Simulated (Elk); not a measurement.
# MnZn: energy against a fixed spin moment

Wanted: E(M) for MnZn, to see how near it is to a magnetic instability.

Calculated with Elk 11.2.3 (patched build); LDA (Perdew-Zunger); all-electron APW+lo, Dirac cores, scalar-relativistic bands.

Most raw output is cut from this account.

### Step 1. Set-up

It takes space group Pm-3m (No. 221, cubic). Conventional cell: a = 3.070 Å, b = 3.070 Å, c = 3.070 Å, α = 90.00°, β = 90.00°, γ = 90.00°. Mn has 8 Zn at 2.66 Å nearest. Nearest to Zn lie 8 Mn at 2.66 Å. Farther neighbours are not listed.

### Step 2. The free run

The free run shows where the moment settles by itself and gives the state from which the held runs start.

The last three numbers of an atom's line are a seed field in its sphere. It points against the wanted moment and shrinks by the factor reducebf each loop.

The input, elk.in:

```
tasks
  0

xctype
  100 1 9

rgkmax
  7.0

nempty
  12

swidth
  0.001

reducebf
  0.5

epsengy
  1e-05

maxscl
  120

lmaxi
  3

spinpol
  .true.

sppath
  './'

avec
  5.80145920260 0.00000000000 0.00000000000
  0.00000000000 5.80145920260 0.00000000000
  0.00000000000 0.00000000000 5.80145920260

atoms
  2
  'Mn.in'
  1
  0.0000000000 0.0000000000 0.0000000000   0.000000 0.000000 -0.175000
  'Zn.in'
  1
  0.5000000000 0.5000000000 0.5000000000   0.000000 0.000000 0.000000

ngridk
  8 8 8
```

On the command line:

```
$ OMP_NUM_THREADS=2 elk
```

It took 36 s on 2 threads of Arm Neoverse V2, shared host; peak memory 0.1 GiB; 69 s of CPU time.

Numbers from this step:

| Item | Value |
| --- | --- |
| density of states at the Fermi level | 1.315 states/eV/cell |
| moment between the spheres | 0.04937 μB |
| magnetization | 3.021 μB |
| final state | ferromagnetic |
| largest moment | 3.025 μB |

After 21 cycles the largest moment stands at 3.03 μB.

### Step 3. Moment fixed at 2.718 μB

Holding the total moment away from its free value maps the energy around and beyond the minimum.

A uniform field is adjusted until the total moment meets the target; the run goes on from the state before.

elk.in, as its differences from that of step 2:

```diff
@@ -1,3 +1,3 @@
 tasks
-  0
+  1
 
@@ -30,2 +30,11 @@
 
+fsmtype
+  1
+
+momfix
+  0.000000 0.000000 2.718000
+
+taufsm
+  0.005
+
 sppath
@@ -42,3 +51,3 @@
   1
-  0.0000000000 0.0000000000 0.0000000000   0.000000 0.000000 -0.175000
+  0.0000000000 0.0000000000 0.0000000000   0.000000 0.000000 -0.000175
   'Zn.in'
```

On the command line:

```
$ OMP_NUM_THREADS=2 elk
```

Run time: 2.7 min. Hardware: 2 threads; peak memory 0.09 GiB; 5.2 min of CPU time.

This step gave:

| Item | Value |
| --- | --- |
| magnetization | 2.718 μB |

It lies 20.4 meV a cell above the free run.

### Step 4. Moment fixed at 2.039 μB

elk.in, as its differences from that of step 3:

```diff
@@ -34,3 +34,3 @@
 momfix
-  0.000000 0.000000 2.718000
+  0.000000 0.000000 2.039000
```

On the command line:

```
$ OMP_NUM_THREADS=2 elk
```

Run time: 1.9 min. Hardware: 2 threads; peak memory 0.09 GiB.

Numbers from this step:

| Quantity | Value |
| --- | --- |
| magnetization | 2.039 μB |

It lies 221 meV a cell above the free run.

### Step 5. Moment fixed at 4.078 μB

elk.in, as its differences from that of step 4:

```diff
@@ -34,3 +34,3 @@
 momfix
-  0.000000 0.000000 2.039000
+  0.000000 0.000000 4.078000
```

On the command line:

```
$ OMP_NUM_THREADS=2 elk
```

The job ended after 61 s (2 threads; peak memory 0.09 GiB; 1.9 min of CPU time).

Read from the output:

- magnetization: 4.078 μB

It lies 290 meV a cell above the free run.

### Step 6. Moment fixed at 1.359 μB

elk.in, as its differences from that of step 5:

```diff
@@ -34,3 +34,3 @@
 momfix
-  0.000000 0.000000 4.078000
+  0.000000 0.000000 1.359000
```

On the command line:

```
$ OMP_NUM_THREADS=2 elk
```

It took 3.4 min on 2 threads; peak memory 0.09 GiB.

The run stopped without converging, so none of its numbers is a property of the system.

A smaller mixing step or another start is the usual next try.

After 120 loops the RMS change of the potential stands at 5e-04 Ha, and it does not fall steadily.

### Step 7. E(M)

In all 7 moments were held (0, 0.68, 1.359, 2.039, 2.718, 3.398, 4.078 μB), each run going on from a saved state. The curve holds those that converged and the free run; sizes are given without sign.

The energy over the lowest by total spin moment:

```csv
total spin moment (μB a cell),energy over the lowest (meV a cell)
2.039,221
2.718,20.4
3.021,0
3.398,47.8
4.078,290
```

Table of slope dE/dM read from the holding field by total spin moment:

```csv
total spin moment (μB a cell),slope dE/dM read from the holding field (meV/μB)
2.039,-374
2.718,-171
3.398,246
4.078,452
```

### Step 8. What came out

| Quantity | Value |
| --- | --- |
| moment of the free run | 3.02 μB a cell |
| moment of the lowest point | 3.02 μB a cell |

In words: The curve is lowest at 3.02 μB a cell and has risen by 290 meV at 4.08 μB. 3 of 7 held runs did not converge (1.359, 0.68, 0 μB), so the curve is unknown there and other minima can't be ruled out. The field's energy is not in the curve.

[Logs and program files are shortened in this print: banners, set-up blocks, solver, clock and traceback lines can be left out without a mark of their own.]

[Logs are printed without paths, hosts, clocks, repeated set-up lines and the standing remarks that a program may print on its own settings, such as how far it seeks lower states.]

[Hosts, paths, dates, database ids (printed as entryN), source tags and the programs' standing remarks are cut or masked in the printed files.]

[Where a cell is said to come from a database of computed structures, the database is the Materials Project.]
